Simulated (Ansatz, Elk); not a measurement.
# Bonding as seen by X-rays: CdGa2

Structure refinements treat a crystal as free atoms side by side. For a made-up structure of CdGa2 (cell and positions from a PBEsol relaxation) the runs below show what the calculated density changes in F(hkl).

Method: DFT, PBE, all-electron APW+lo, Dirac cores, scalar-relativistic bands, static density, no spin, in Elk 11.2.3 (patched build).

This account leaves out most program logs.

The structure was built from a prototype and need not be the compound's stable phase.

### 1. The starting structure

It takes space group Imma (No. 74, orthorhombic). The conventional cell has a = 4.224 Å, b = 7.104 Å, c = 7.885 Å, α = 90.00°, β = 90.00°, γ = 90.00°. Nearest to Cd lie 10 Ga at 3.01 to 3.13 Å and 2 Cd at 3.35 Å. Nearest to Ga lie 4 Ga at 2.56 to 2.71 Å and 5 Cd at 3.01 to 3.13 Å. Farther neighbours are not listed.

As a file:

```cif
data_structure
_symmetry_space_group_name_H-M 'P 1'
_symmetry_Int_Tables_number 1
_cell_length_a 5.7117
_cell_length_b 5.7117
_cell_length_c 5.7117
_cell_angle_alpha 136.595
_cell_angle_beta 103.088
_cell_angle_gamma 92.696
_cell_volume 118.32
loop_
_atom_site_label
_atom_site_type_symbol
_atom_site_fract_x
_atom_site_fract_y
_atom_site_fract_z
_atom_site_occupancy
Cd1 Cd 0.66510 0.91510 0.75000 1
Cd2 Cd 0.33490 0.08490 0.25000 1
Ga3 Ga 0.28731 0.34660 0.94071 1
Ga4 Ga 0.90590 0.34660 0.55929 1
Ga5 Ga 0.71269 0.65340 0.05929 1
Ga6 Ga 0.09410 0.65340 0.44071 1
```

### 2. Ground state and structure factors

An all-electron density is needed, since X-rays see the cores too. Task 0 finds the density and task 195 Fourier-transforms it; tshift is off so that phases refer to the origin typed.

The input, elk.in:

```
tasks
  0
  195

xctype
  20

spinpol
  .false.

rgkmax
  7.0

gmaxvr
  14.0

lmaxo
  7

lmaxapw
  8

swidth
  0.002

tshift
  .false.

ramdisk
  .false.

hmaxvr
  5.5

maxscl
  120

epspot
  1e-06

sppath
  './'

avec
  -3.99131669425 6.71269397984 7.45061133734
  3.99131669425 -6.71269397984 7.45061133734
  3.99131669425 6.71269397984 -7.45061133734

atoms
  2
  'Cd.in'
  2
  0.6650962753 0.9150962753 0.7500000000   0.000000 0.000000 0.000000
  0.3349037247 0.0849037247 0.2500000000   0.000000 0.000000 0.000000
  'Ga.in'
  4
  0.2873086692 0.3466036494 0.9407050199   0.000000 0.000000 0.000000
  0.9058986295 0.3466036494 0.5592949801   0.000000 0.000000 0.000000
  0.7126913308 0.6533963506 0.0592949801   0.000000 0.000000 0.000000
  0.0941013705 0.6533963506 0.4407050199   0.000000 0.000000 0.000000

ngridk
  6 6 6
```

The run is started by

```sh
OMP_NUM_THREADS=4 elk
```

Run time: 68 s. Hardware: 4 threads of Intel Xeon 6975P-C (Granite Rapids), shared host; peak memory 0.26 GiB.

SFACRHO.OUT:

```text

h k l indices transformed by vhmat matrix:
   1.000000000       0.000000000       0.000000000    
   0.000000000       1.000000000       0.000000000    
   0.000000000       0.000000000       1.000000000    

      h      k      l  multipl.   |H|            Re(F)            Im(F)           |F|

      0      0      0      1   0.0000000       220.00000      0.23605231E-15   220.00000    
      0      1     -1      2  0.62994028       11.155945      0.11081159E-13   11.155945    
     -1      0      0      2  0.62994028      -11.155945      0.55405794E-14   11.155945    
      1      1     -1      2  0.84331138       2.9678133     -0.27702897E-14   2.9678133    
     -1      0      1      4  0.89293375       11.058822      -0.0000000       11.058822    
     -1      1      0      4  0.91573381     -0.11954437E-07  -0.0000000      0.11954437E-07
     -1      1     -1      2  0.93601545      -4.8305630      0.27702897E-14   4.8305630    
      2      0     -1      4   1.2448865      -103.92414      -0.0000000       103.92414    
      1      1     -2      4   1.2448865       103.92414      -0.0000000       103.92414    
     -2      0      0      2   1.2598806      -64.020770      -0.0000000       64.020770    
      0     -2      2      2   1.2598806      -64.020770      0.27702897E-14   64.020770    
     -2      1      0      4   1.2936211      -109.43121      0.69257243E-15   109.43121    
      0      1     -2      4   1.2936211      -109.43121      -0.0000000       109.43121    
      2      1     -1      2   1.3487672      -68.380519      -0.0000000       68.380519    
      1      2     -2      2   1.3487672       68.380519     -0.69257243E-15   68.380519    
      1     -2      2      2   1.4659722      -109.41546     -0.27702897E-14   109.41546    
     -2      1     -1      2   1.4659722       109.41546     -0.69257243E-15   109.41546    
      1      2     -1      4   1.4898587       90.482685      -0.0000000       90.482685
```

Elk indexes on the primitive cell of elk.in and gives |H| = 4π sin θ/λ in inverse bohr. Below, one row stands for each form hkl of the conventional cell (m members, Friedel mates merged), F is for one primitive cell and the density is static (no thermal factor). Free-atom factors are Waasmaier and Kirfel's, and R is Σm||F|−|F'||/Σm|F|.

```csv
hkl,m,sin θ/λ (Å⁻¹),"abs F, DFT",neutral atoms,diff.
011,4,0.095,11.156,11.305,-0.149
002,2,0.127,2.968,3.155,-0.187
101,4,0.134,11.059,11.351,-0.292
110,4,0.138,0.000,0.000,+0.000
020,2,0.141,4.831,5.208,-0.377
112,8,0.187,103.924,104.160,-0.236
022,4,0.190,64.021,64.190,-0.169
121,8,0.195,109.431,109.736,-0.305
013,4,0.203,68.380,68.541,-0.161
031,4,0.221,109.415,109.875,-0.460
103,4,0.224,90.483,91.119,-0.637
200,2,0.237,167.219,168.117,-0.898
130,4,0.242,0.000,0.000,+0.000
004,2,0.254,107.204,107.962,-0.758
211,8,0.255,8.918,8.800,+0.118
123,8,0.265,66.182,66.720,-0.539
202,4,0.269,2.525,2.238,+0.287
132,8,0.273,14.301,14.705,-0.404
220,4,0.275,3.898,3.522,+0.376
040,2,0.281,75.546,75.606,-0.059
033,4,0.284,87.486,87.775,-0.289
114,8,0.289,36.449,36.410,+0.039
```

### 3. The highest occupied states alone

An energy window below the Fermi level keeps the highest occupied states, to see at which angles they scatter; shallow core shells can lie inside it and anion s states outside. No new self-consistency is needed.

elk.in: that of step 2 with these lines changed.

```diff
@@ -1,3 +1,2 @@
 tasks
-  0
   195
@@ -40,2 +39,5 @@
 
+wsfac
+  -0.335130 0.516110
+
 sppath
```

The run is started by

```sh
OMP_NUM_THREADS=4 elk
```

Elapsed: 12 s, on 4 threads; peak memory 0.2 GiB; 18 s of CPU time.

States within 15 eV below the Fermi level hold 74.18 electrons; any levels below the window count with the cores, and a count that is not whole means the window cuts a band. Their amplitudes can exceed the total, where window and core parts have opposite phase:

```csv
hkl,sin θ/λ (Å⁻¹),"abs F, window","abs F, all"
011,0.095,3.067,11.156
002,0.127,5.654,2.968
101,0.134,7.972,11.059
110,0.138,0.000,0.000
020,0.141,11.985,4.831
112,0.187,21.785,103.924
022,0.190,14.085,64.021
121,0.195,23.319,109.431
013,0.203,8.378,68.380
031,0.221,26.500,109.415
```

### 4. Another functional

The difference from free atoms is small, so it is set against the change that LDA (Perdew-Wang) makes.

elk.in: that of step 3 with these lines changed.

```diff
@@ -1,2 +1,3 @@
 tasks
+  0
   195
@@ -4,3 +5,3 @@
 xctype
-  20
+  3
 
@@ -39,5 +40,2 @@
 
-wsfac
-  -0.335130 0.516110
-
 sppath
```

The run is started by

```sh
OMP_NUM_THREADS=4 elk
```

Wall time 45 s (4 threads); peak memory 0.19 GiB.

Against the first run R = 0.05 %; the largest change is -0.075 at 152.

### 5. Basis size

The basis and the expansions that go with it are enlarged, to see whether the differences are converged.

elk.in: that of step 4 with these lines changed.

```diff
@@ -5,3 +5,3 @@
 xctype
-  3
+  20
 
@@ -11,12 +11,12 @@
 rgkmax
-  7.0
+  8.5
 
 gmaxvr
-  14.0
+  18.0
 
 lmaxo
-  7
+  9
 
 lmaxapw
-  8
+  10
```

The run is started by

```sh
OMP_NUM_THREADS=4 elk
```

Wall time 2.6 min (4 threads); peak memory 0.5 GiB.

Against the first run R = 0.01 %; the largest change is -0.016 at 152.

### 6. Settings against the effect

```csv
run,R against the first run (%),"R against neutral atoms, low angle (%)",wall time
"PBE, rgkmax 7",0.00,0.58,68 s
LDA (Perdew-Wang),0.05,0.58,45 s
rgkmax 8.5 with larger expansions,0.01,0.58,2.6 min
```

### 7. Outcome

| Item | Value |
| --- | --- |
| R against neutral atoms, sin θ/λ < 0.3 Å⁻¹ | 0.58 % |
| R against neutral atoms, 0.3 to 0.61 Å⁻¹ | 0.18 % |

Independent neutral atoms miss the calculated amplitudes by R = 0.58 % below 0.3 Å⁻¹ and 0.18 % from there to 0.61 Å⁻¹; by shells, 2.77 % below 0.15 Å⁻¹ (4 forms), 0.54 % 0.15 to 0.3 (17 forms), 0.24 % 0.3 to 0.45 (41 forms), 0.15 % above 0.45 (78 forms). Bonding, aspherical density and the tables' own atoms all enter these figures, and the runs don't part them. The largest change of an amplitude is -0.90 electrons, at 200. The window's part falls from 74.2 electrons at the origin to at most 13.75 between 0.45 and 0.61 Å⁻¹, where compact states inside the window still scatter. The window holds more than the 36 outer electrons of the free atoms, so shallow core shells lie inside it. Below 0.3 Å⁻¹ the changes that finished (LDA (Perdew-Wang) and rgkmax 8.5 with larger expansions) move F by R = 0.03 % at most, against the 0.58 % that separates it from free atoms. The k-mesh has no finished test. Part of the difference isn't bonding: the tables are fits to free atoms and ions calculated by other methods than this functional. Thermal motion, anomalous dispersion and extinction are left out.

[Logs are printed without paths, hosts, clocks, repeated set-up lines and the standing remarks that a program may print on its own settings, such as how far it seeks lower states.]

[Hosts, paths, dates, database ids (printed as entryN), source tags and the programs' standing remarks are cut or masked in the printed files.]
